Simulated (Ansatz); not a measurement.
# Na on Al(110): change of the work function, part 4 of 5

Wanted: Δφ(θ) for Na/Al(110), starting from the hollow site.

Ansatz 0.2.0; plane-wave DFT, LDA, Ansatz PAW.

So far, work function, upper face (eV): step 2 (the clean slab) 4.17; step 3 (46 atoms, coverage 0.111 ML, cell 3x3) 3.41; step 4 (21 atoms, coverage 0.25 ML, cell 2x2) 2.77.

## Step 5: Adsorbate added, k-mesh 4×5×1, coverage 0.5 ML

System of this step: Na/Al(110). The cell holds 22 atoms: 20 Al and 2 Na. Its edges and angles: a = 8.100 Å, b = 5.728 Å, c = 25.222 Å, α = 90.0°, β = 90.0°, γ = 90.0°. Vacuum lies along c.

Another coverage, to see how the dipoles act on each other as their distance changes.

input.yaml reads:

```yaml
crystal:
  lattice:
    - [8.1, 0.0, 0.0]
    - [0.0, 5.7275649276, 0.0]
    - [0.0, 0.0, 25.221846614]
  atoms:
    - { symbol: Al, position: [0.0, 0.0, 0.3568335078] }
    - { symbol: Al, position: [0.25, 0.25, 0.4136053712] }
    - { symbol: Al, position: [0.0, 0.0, 0.4669864306] }
    - { symbol: Al, position: [0.25, 0.25, 0.5250251848] }
    - { symbol: Al, position: [0.0, 0.0, 0.5752969268] }
    - { symbol: Al, position: [0.0, 0.5, 0.3568335078] }
    - { symbol: Al, position: [0.25, 0.75, 0.4136053712] }
    - { symbol: Al, position: [0.0, 0.5, 0.4669864306] }
    - { symbol: Al, position: [0.25, 0.75, 0.5250251848] }
    - { symbol: Al, position: [0.0, 0.5, 0.5752969268] }
    - { symbol: Al, position: [0.5, 0.0, 0.3568335078] }
    - { symbol: Al, position: [0.75, 0.25, 0.4136053712] }
    - { symbol: Al, position: [0.5, 0.0, 0.4669864306] }
    - { symbol: Al, position: [0.75, 0.25, 0.5250251848] }
    - { symbol: Al, position: [0.5, 0.0, 0.5752969268] }
    - { symbol: Al, position: [0.5, 0.5, 0.3568335078] }
    - { symbol: Al, position: [0.75, 0.75, 0.4136053712] }
    - { symbol: Al, position: [0.5, 0.5, 0.4669864306] }
    - { symbol: Al, position: [0.75, 0.75, 0.5250251848] }
    - { symbol: Al, position: [0.5, 0.5, 0.5752969268] }
    - { symbol: Na, position: [0.25, 0.25, 0.6431664922] }
    - { symbol: Na, position: [0.75, 0.75, 0.6431664922] }
kpoints:
  mp_grid: { grid: [4, 5, 1] }
hamiltonian:
  xc: lda
scf:
  occupations: { method: fermi_dirac, width: 0.1 }
  convergence: { dr2_threshold: 1.0e-08 }
efield:
  axis: 3
  dipole_correction: true
  ramp_position: 0.97
  ramp_width: 0.06
relax:
  f_tol: 0.02
  max_steps: 60
  constraints: [{ sites: [0, 1, 5, 6, 10, 11, 15, 16] }]
output:
  bader: true
  dos: { projected: true, e_range: [-8, 4] }
  write_potential: true
  write_density: true
  volumetric_format: npy
```

Launch:

```
$ ansatz run input.yaml --threads 4 --pin off --max-ram 6144MiB --backend cpu --events-out ev --progress --plain --runs-dir out
```

Log:

```text
[...]
Crystal: 22 atoms, lattice volume = 1170.124 Å³
Basis set: ecut = 420 eV, 22949 PW (Γ)
Bands: 61, of which v1, the nominal top of the filled ones, is band 39 counted from 1 (38 counted from 0)
Symmetry: 8 space group operations
[...]
k-points: 9 of 20
[...]
2     Al     -0.0515     0.0002
     3     Al     -0.0102     0.0000
     4     Al     -0.3195     0.0002
     5     Al      0.0378     0.0001
     6     Al     -0.0114     0.0000
     7     Al     -0.0515     0.0002
[...]
18     Al     -0.0102     0.0000
    19     Al     -0.3195     0.0002
    20     Na      0.6778     0.0001
    21     Na      0.6778     0.0001
  estimated error of the sums over rays = 4.2e-4 e
[key lines of the parts left out:]
SCF converged after 5 iterations
Free energy (F): -13185.075807 eV
Fermi energy:    0.213638 eV
Dipole field:    D = 0.074414 V/Å  (p = 0.481198 e·Å, saw-weighted, corrected)
Work function:   Φ+ = 2.2708 eV   Φ− = 4.1477 eV
```

Wall time 3.5 min (4 threads of Arm Neoverse N1, shared host); peak memory 1.9 GiB.

Step by step:

```tsv
step	energy less that of the first step (eV)	largest force component (eV/Å)
1	0.0000	0.4098
2	-0.0637	0.1669
3	-0.0782	0.0200
4	-0.0785	0.0020
```

The run keeps the 8 symmetry operations that the program found, so distortions that break them were not tested.

The atoms that moved most (Å):

```tsv
atom	dx	dy	dz	length
Na21	0.000	0.000	0.206	0.206
Na22	0.000	0.000	0.206	0.206
Al14	0.000	0.000	0.033	0.033
Al9	0.000	0.000	0.033	0.033
Al10	0.000	0.000	0.031	0.031
Al20	0.000	0.000	0.031	0.031
Al5	0.000	0.000	0.031	0.031
Al15	0.000	0.000	0.031	0.031
```

Final coordinates:

```
Al Na
1.0
     8.10000    0.00000    0.00000
     0.00000    5.72756    0.00000
     0.00000    0.00000   25.22185
Al Na
20 2
Cartesian
  0.0000 0.0000 9.0000
  2.0250 1.4319 10.4319
  0.0000 0.0000 11.7906
  2.0250 1.4319 13.2346
  0.0000 0.0000 14.5411
  0.0000 2.8638 9.0000
  2.0250 4.2957 10.4319
  0.0000 2.8638 11.7906
  2.0250 4.2957 13.2751
  0.0000 2.8638 14.5411
  4.0500 0.0000 9.0000
  6.0750 1.4319 10.4319
  4.0500 0.0000 11.7906
  6.0750 1.4319 13.2751
  4.0500 0.0000 14.5411
  4.0500 2.8638 9.0000
  6.0750 4.2957 10.4319
  4.0500 2.8638 11.7906
  6.0750 4.2957 13.2346
  4.0500 2.8638 14.5411
  2.0250 1.4319 16.4283
  6.0750 4.2957 16.4283
```

The density of states has structure finer than the step of the table below, so its rows give means over 0.25 eV. Peaks (eV: height): -3.940: 17.9, -2.170: 16.1, 0.480: 22.5, 0.930: 17.0, 1.110: 19.2, 1.590: 17.4, 1.800: 16.9.

Table of density of states by energy, zero at the Fermi level; means over each step:

```tsv
energy (eV)	density of states (states/eV a cell)
-7.75	5.47
-7.50	2.81
-7.25	4.14
-7.00	3.93
-6.75	4.21
-6.50	4.51
-6.25	6.96
-6.00	5.24
-5.75	5.08
-5.50	8.04
-5.25	6.55
-5.00	4.96
-4.75	5.01
-4.50	7.92
-4.25	5.64
-4.00	8.52
-3.75	5.52
-3.50	8.41
-3.25	7.89
-3.00	5.32
-2.75	7.72
-2.50	10.7
-2.25	12.8
-2.00	7.39
-1.75	4.37
-1.50	9.71
-1.25	10.1
-1.00	10.3
-0.75	7.90
-0.50	5.61
-0.25	8.48
0.00	9.78
0.25	14.0
0.50	16.8
0.75	10.5
1.00	10.2
1.25	11.3
1.50	11.0
1.75	13.2
```

The relaxation took 4 steps and lowered the energy by 0.078 eV; the largest force on the free atoms ends at 0.0020 eV/Å.

The covered face has 2.27 eV, -1.90 eV against the clean one; the bare back face has moved by -0.02 eV, a measure of how thin the slab is.

## Step 6: Adsorbate added, k-mesh 8×10×1, coverage 1 ML

System of this step: Na/Al(110). The cell holds 6 atoms: 5 Al and 1 Na. Its edges and angles: a = 4.050 Å, b = 2.864 Å, c = 25.222 Å, α = 90.0°, β = 90.0°, γ = 90.0°. Vacuum lies along c.

Another coverage, to see how the dipoles act on each other as their distance changes.

input.yaml, the sections that differ from step 5:

```yaml
crystal:
  lattice:
    - [4.05, 0.0, 0.0]
    - [0.0, 2.8637824638, 0.0]
    - [0.0, 0.0, 25.221846614]
  atoms:
    - { symbol: Al, position: [0.0, 0.0, 0.3568335078] }
    - { symbol: Al, position: [0.5, 0.5, 0.4136053712] }
    - { symbol: Al, position: [0.0, 0.0, 0.4669864306] }
    - { symbol: Al, position: [0.5, 0.5, 0.5250251848] }
    - { symbol: Al, position: [0.0, 0.0, 0.5752969268] }
    - { symbol: Na, position: [0.5, 0.5, 0.6431664922] }
kpoints:
  mp_grid: { grid: [8, 10, 1] }
relax:
  f_tol: 0.02
  max_steps: 60
  constraints: [{ sites: [0, 1] }]
output:
  bader: true
  write_potential: true
  write_density: true
  volumetric_format: npy
# hamiltonian, scf, efield: as in step 5
```

Log:

```text
[...]
Crystal: 6 atoms, lattice volume = 292.531 Å³
Basis set: ecut = 420 eV, 5753 PW (Γ)
Bands: 18, of which v1, the nominal top of the filled ones, is band 12 counted from 1 (11 counted from 0)
Symmetry: 4 space group operations
[...]
k-points: 30 of 80
[...]
- { symbol: Al, position: [2.779563e-18, 0.0, 0.577977] }
    - { symbol: Na, position: [0.5, 0.5, 0.655599] }
--- Bader charges: 6 sites ---
  site symbol  charge [e]  shift [e]
     0     Al      0.0344     0.0000
     1     Al     -0.0019     0.0000
     2     Al     -0.0651     0.0002
     3     Al     -0.0188     0.0000
     4     Al     -0.4799     0.0002
     5     Na      0.5314     0.0001
  estimated error of the sums over rays = 3.9e-4 e
[key lines of the parts left out:]
SCF converged after 6 iterations
Free energy (F): -4029.638279 eV
Fermi energy:    0.308365 eV
Dipole field:    D = 0.050728 V/Å  (p = 0.082009 e·Å, saw-weighted, corrected)
Work function:   Φ+ = 2.8891 eV   Φ− = 4.1686 eV
```

Elapsed: 49 s, on 4 threads; peak memory 0.5 GiB; 2.8 min of CPU time.

Step by step:

```tsv
step	energy less that of the first step (eV)	largest force component (eV/Å)
1	0.0000	0.4635
2	-0.0521	0.1204
3	-0.0581	0.0250
4	-0.0584	0.0104
```

Forces are held to the 4 operations that the program found; a distortion that breaks them can't arise in this run.

The atoms that moved most (Å):

```tsv
atom	dx	dy	dz	length
Na6	0.000	0.000	0.314	0.314
Al5	0.000	0.000	0.068	0.068
Al3	0.000	0.000	0.022	0.022
Al4	0.000	0.000	0.021	0.021
```

Final coordinates:

```cif
data_structure
_symmetry_space_group_name_H-M 'P 1'
_symmetry_Int_Tables_number 1
_cell_length_a 4.0500
_cell_length_b 2.8638
_cell_length_c 25.2218
_cell_angle_alpha 90.000
_cell_angle_beta 90.000
_cell_angle_gamma 90.000
_cell_volume 292.53
loop_
_atom_site_label
_atom_site_type_symbol
_atom_site_fract_x
_atom_site_fract_y
_atom_site_fract_z
_atom_site_occupancy
Al1 Al 0.00000 0.00000 0.35683 1
Al2 Al 0.50000 0.50000 0.41361 1
Al3 Al 0.00000 0.00000 0.46786 1
Al4 Al 0.50000 0.50000 0.52587 1
Al5 Al 0.00000 0.00000 0.57798 1
Na6 Na 0.50000 0.50000 0.65560 1
```

Running mean over 1.432 Å of the planar mean; the ramp of the sawtooth is left out. Electron's electrostatic potential energy less the Fermi level against z:

```tsv
z (Å)	electron's electrostatic potential energy less the Fermi level (eV)
3.5	4.17
4.0	4.17
4.5	4.17
5.0	4.17
5.5	4.16
6.0	4.13
6.5	4.05
7.0	3.77
7.5	2.87
8.0	0.822
8.5	-1.56
9.0	-3.57
9.5	-4.40
10.0	-4.62
10.5	-4.81
11.0	-4.89
11.5	-4.86
12.0	-4.64
12.5	-4.55
13.0	-4.68
13.5	-4.98
14.0	-4.93
14.5	-4.29
15.0	-2.65
15.5	-1.81
16.0	-2.81
16.5	-3.65
17.0	-2.67
17.5	0.0315
18.0	1.68
18.5	2.33
19.0	2.64
19.5	2.78
20.0	2.85
20.5	2.87
21.0	2.88
21.5	2.89
22.0	2.89
```

The relaxation took 4 steps and lowered the energy by 0.058 eV; the largest force on the free atoms ends at 0.010 eV/Å.

The covered face has 2.89 eV, -1.29 eV against the clean one; the bare back face has moved by +0.00 eV, a measure of how thin the slab is.

## Step 7: Work function against coverage

This step: plane-wave DFT, LDA, Ansatz PAW; work function against coverage (Ansatz 0.2.0).

The runs are now put side by side.

This step gave:

| Item | Value |
| --- | --- |
| work function of the clean face | 4.175 eV |
| largest change of the work function | -1.904 eV |

Work function of the covered face against coverage:

```tsv
coverage (adsorbates/nm²)	work function of the covered face (eV)
0.00	4.17
0.96	3.41
2.16	2.77
4.31	2.27
8.62	2.89
```

The dipole per adsorbate comes from the change of the cell's dipole. Coverage, by row:

```tsv
coverage (1/nm²)	coverage (ML)	work function (eV)	change (eV)	dipole per adsorbate, positive end outwards (debye)	mean height of the added atoms over the highest substrate atom (Å)
0.958	0.1111	3.412	-0.7631	2.118	1.901
2.155	0.25	2.766	-1.409	1.718	1.885
4.311	0.5	2.271	-1.904	1.16	1.887
8.622	1	2.889	-1.286	0.396	1.958
```

## Step 8: The covered slab, atoms frozen

This step: plane-wave DFT, LDA, Ansatz PAW (Ansatz 0.2.0).

System of this step: Na/Al(110). The cell holds 21 atoms: 20 Al and 1 Na. Its edges and angles: a = 8.100 Å, b = 5.728 Å, c = 25.222 Å, α = 90.0°, β = 90.0°, γ = 90.0°. Vacuum lies along c.

To see where the charge goes, the covered slab, the bare substrate and the adsorbate layer are each run at the same frozen positions and on the same grid.

input.yaml reads:

```yaml
crystal:
  lattice:
    - [8.1, 0.0, 0.0]
    - [0.0, 5.7275649276, 0.0]
    - [0.0, 0.0, 25.221846614]
  atoms:
    - { symbol: Al, position: [0.0, 0.0, 0.3568335078] }
    - { symbol: Al, position: [0.25, 0.25, 0.4136053712] }
    - { symbol: Al, position: [7.133e-07, -0.0005299717, 0.4672616496] }
    - { symbol: Al, position: [0.25, 0.25, 0.5236247871] }
    - { symbol: Al, position: [-2.89859e-05, -0.0023272171, 0.5758243671] }
    - { symbol: Al, position: [0.0, 0.5, 0.3568335078] }
    - { symbol: Al, position: [0.25, 0.75, 0.4136053712] }
    - { symbol: Al, position: [7.133e-07, 0.5005299717, 0.4672616496] }
    - { symbol: Al, position: [0.25, 0.75, 0.5253339152] }
    - { symbol: Al, position: [-2.89859e-05, 0.5023272171, 0.5758243671] }
    - { symbol: Al, position: [0.5, 0.0, 0.3568335078] }
    - { symbol: Al, position: [0.75, 0.25, 0.4136053712] }
    - { symbol: Al, position: [0.4999992867, -0.0005299717, 0.4672616496] }
    - { symbol: Al, position: [0.75, 0.25, 0.5258797488] }
    - { symbol: Al, position: [0.5000289859, -0.0023272171, 0.5758243671] }
    - { symbol: Al, position: [0.5, 0.5, 0.3568335078] }
    - { symbol: Al, position: [0.75, 0.75, 0.4136053712] }
    - { symbol: Al, position: [0.4999992867, 0.5005299717, 0.4672616496] }
    - { symbol: Al, position: [0.75, 0.75, 0.5260579756] }
    - { symbol: Al, position: [0.5000289859, 0.5023272171, 0.5758243671] }
    - { symbol: Na, position: [0.25, 0.25, 0.6505664784] }
kpoints:
  mp_grid: { grid: [4, 5, 1] }
hamiltonian:
  xc: lda
scf:
  occupations: { method: fermi_dirac, width: 0.1 }
  convergence: { dr2_threshold: 1.0e-08 }
efield:
  axis: 3
  dipole_correction: true
  ramp_position: 0.97
  ramp_width: 0.06
output:
  write_potential: true
  write_density: true
  volumetric_format: npy
```

Log:

```text
[...]
Crystal: 21 atoms, lattice volume = 1170.124 Å³
Basis set: ecut = 420 eV, 22949 PW (Γ)
Bands: 56, of which v1, the nominal top of the filled ones, is band 35 counted from 1 (34 counted from 0)
Symmetry: 4 space group operations
[...]
k-points: 9 of 20
[...]
SCF iter   1: F=—  HF=-11718.062961 eV  |F-HF|=—  |Δ(HF+E_count)|=         —  Δρ=2.19e-3  dr2=1.00e-1  ethr=1.77e-3  p=0.379 e·Å  D=5.86e-2 V/Å  ΔV_dip=-1.48 eV  dr2_dipole=8.17e-3  V_vac-E_F(+/−)=2.65/4.12 eV  ⟨swp⟩=16.6  Hψ=3478  notcnv=0
[...]
SCF iter   8: F=-11718.050090 eV  HF=-11718.050090 eV  |F-HF|=4.67e-10  |Δ(HF+E_count)|=   8.05e-9  Δρ=1.38e-7  dr2=5.72e-10  ethr=9.14e-12  p=0.356 e·Å  D=5.50e-2 V/Å  ΔV_dip=-1.39 eV  dr2_dipole=2.93e-11  V_vac-E_F(+/−)=2.77/4.15 eV  ⟨swp⟩=1.6  Hψ=1425  notcnv=0
SCF 1 converged in 8 iterations: F = -11718.050090 eV  dr2 = 5.72e-10
[...]
SCF converged after 8 iterations
Free energy (F): -11718.050090 eV
[...]
Internal energy: -11717.713992 eV  (E = F + TS)
E sigma→0 (E₀):  -11717.882041 eV
Entropy (-TS):   -0.336099 eV (-16.005 meV/atom)
Fermi energy:    -0.106464 eV
Dipole field:    D = 0.055016 V/Å  (p = 0.355763 e·Å, saw-weighted, corrected)
Work function:   Φ+ = 2.7656 eV   Φ− = 4.1532 eV
[...]
--- Band table (eV; the first three rows and the last of 9) ---
  k-point 0: bands = [... 31 lower, -1.1074, -1.0527, -0.8518, -0.2191, 0.0913, 0.2582, 0.4662, 0.5117, ... 17 higher]
  k-point 1: bands = [... 31 lower, -0.8921, -0.8869, -0.7659, -0.2174, -0.1783, -0.0773, -0.0429, 0.5066, ... 17 higher]
  k-point 2: bands = [... 31 lower, -0.4968, -0.3956, -0.3304, -0.0375, 0.2522, 0.3637, 0.4230, 0.4763, ... 17 higher]
  k-point 8: bands = [... 31 lower, -0.9948, -0.1476, -0.1076, 0.0201, 0.0580, 0.2129, 0.4305, 0.8432, ... 17 higher]
```

Elapsed: 55 s, on 4 threads; peak memory 1.8 GiB; 3.1 min of CPU time.

This step gave:

- energy at zero smearing: -11717.8820 eV
- work function, upper face: 2.766 eV
- work function, lower face: 4.153 eV
- dipole along the normal: 0.3558 e·Å
- step between the vacuum levels: -1.388 eV

The work function of the upper face is 2.77 eV.

## Step 9: The substrate alone

System of this step: Na/Al(110), substrate alone, atoms held. The cell holds 20 atoms: 20 Al. Its edges and angles: a = 8.100 Å, b = 5.728 Å, c = 25.222 Å, α = 90.0°, β = 90.0°, γ = 90.0°. Vacuum lies along c.

The second part, atoms unmoved.

input.yaml: that of step 8 with these lines changed.

```diff
@@ -26,3 +26,2 @@
     - { symbol: Al, position: [0.5000289859, 0.5023272171, 0.5758243671] }
-    - { symbol: Na, position: [0.25, 0.25, 0.6505664784] }
 kpoints:
```

Log:

```text
[...]
Crystal: 20 atoms, lattice volume = 1170.124 Å³
Basis set: ecut = 420 eV, 22949 PW (Γ)
Bands: 50, of which v1, the nominal top of the filled ones, is band 30 counted from 1 (29 counted from 0)
Symmetry: 4 space group operations
[...]
k-points: 9 of 20
[...]
SCF iter   1: F=—  HF=-10250.937463 eV  |F-HF|=—  |Δ(HF+E_count)|=         —  Δρ=1.94e-3  dr2=5.44e-2  ethr=1.77e-3  p=-0.002 e·Å  D=-2.59e-4 V/Å  ΔV_dip=0.01 eV  dr2_dipole=6.80e-4  V_vac-E_F(+/−)=4.15/4.15 eV  ⟨swp⟩=10.7  Hψ=2827  notcnv=0
[...]
SCF iter   7: F=-10250.925463 eV  HF=-10250.925463 eV  |F-HF|=1.58e-9  |Δ(HF+E_count)|=   4.91e-8  Δρ=1.76e-7  dr2=5.13e-10  ethr=1.67e-11  p=-0.002 e·Å  D=-3.10e-4 V/Å  ΔV_dip=0.01 eV  dr2_dipole=2.17e-12  V_vac-E_F(+/−)=4.17/4.17 eV  ⟨swp⟩=13.4  Hψ=1576  notcnv=0
SCF 1 converged in 7 iterations: F = -10250.925463 eV  dr2 = 5.13e-10
[...]
SCF converged after 7 iterations
Free energy (F): -10250.925463 eV
[...]
Internal energy: -10250.608913 eV  (E = F + TS)
E sigma→0 (E₀):  -10250.767188 eV
Entropy (-TS):   -0.316550 eV (-15.827 meV/atom)
Fermi energy:    -0.730683 eV
Dipole field:    D = -0.000309 V/Å  (p = -0.001997 e·Å, saw-weighted, corrected)
Work function:   Φ+ = 4.1734 eV   Φ− = 4.1656 eV
[...]
--- Band table (eV; the first three rows and the last of 9) ---
  k-point 0: bands = [... 26 lower, -1.9559, -1.6493, -1.4263, -1.3994, -0.6730, -0.4300, -0.1519, -0.1061, ... 16 higher]
  k-point 1: bands = [... 26 lower, -1.4852, -1.4261, -1.2678, -1.2367, -0.7869, -0.7323, -0.6903, -0.5019, ... 16 higher]
  k-point 2: bands = [... 26 lower, -1.0554, -0.9938, -0.9448, -0.9060, -0.6460, -0.3517, -0.1731, -0.0527, ... 16 higher]
  k-point 8: bands = [... 26 lower, -1.5567, -1.5412, -0.6760, -0.6671, -0.5225, -0.5113, -0.1496, -0.1403, ... 16 higher]
```

Run time: 41 s. Hardware: 4 threads; peak memory 1.6 GiB.

Read from the output:

- energy at zero smearing: -10250.7672 eV
- work function, upper face: 4.173 eV
- dipole along the normal: -0.001997 e·Å

The work function of the upper face is 4.17 eV.

(Part 4 of 5 ends here.)

[Long decimals in the printed logs are rounded to 6 places.]

[Logs are printed without paths, hosts, clocks, repeated set-up lines and the standing remarks that a program may print on its own settings, such as how far it seeks lower states.]

[Hosts, paths, dates, database ids (printed as entryN), source tags and the programs' standing remarks are cut or masked in the printed files.]

[Maps of the electrostatic potential energy from Ansatz leave out the sawtooth potential of an applied field or a dipole correction, so their vacuum need not be flat; planar profiles and work functions include it.]

[The density of states shown here was stored with 400 of the rows of the run's finer table, so its peaks can read low, often by over a quarter, or be missed, and its means over a window can be off by a tenth or more.]
